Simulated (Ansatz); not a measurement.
Rows from a G0W0 calculation on PtSe2 (layers cut from the bulk crystal) (Ansatz 0.2.0; G0W0 on PBE, plane waves, PAW; 6×6×1 mesh, 180 empty bands, screening to 38 eV), in eV. Spin-orbit coupling is left out.

| row | k | band | start | Σx | Σc at the solution | Vxc |
| --- | --- | --- | --- | --- | --- | --- |
| A | (0.000, 0.167, 0.000) | c1 | -4.028 | -16.062 | -2.239 | -19.072 |
| B | Γ | c1 | -2.700 | -16.966 | -2.720 | -20.535 |
| C | (0.000, 0.167, 0.000) | v2 | -5.866 | -20.888 | 2.486 | -18.336 |
| D | Γ | v1 | -5.669 | -17.660 | 1.608 | -16.073 |
| E | (0.000, 0.167, 0.000) | v1 | -5.736 | -19.459 | 2.013 | -17.453 |
| F | (0.000, 0.167, 0.000) | c2 | -3.020 | -16.335 | -2.737 | -19.920 |

**Question.** Give the quasiparticle energies and the shift of each level.

The quasiparticle equation reads E = start + Σx + Σc(E) − Vxc.

| row | E (eV) | shift (eV) |
| --- | --- | --- |
| A | -3.257 | +0.771 |
| B | -1.852 | +0.848 |
| C | -5.931 | −0.065 |
| D | -5.647 | +0.022 |
| E | -5.730 | +0.006 |
| F | -2.172 | +0.849 |

Limits: not at the basis limit; coarse mesh for a sheet; no spin polarisation; d states lean on the start; no spin-orbit coupling.

[Runs of the session that timed out or met a known fault of the program may be left out.]

[Cells called generated may have been cut or substituted from an entry of the Crystallography Open Database or the Materials Project.]

[Hosts, paths, dates, database ids (printed as entryN), source tags and the programs' standing remarks are cut or masked in the printed files.]
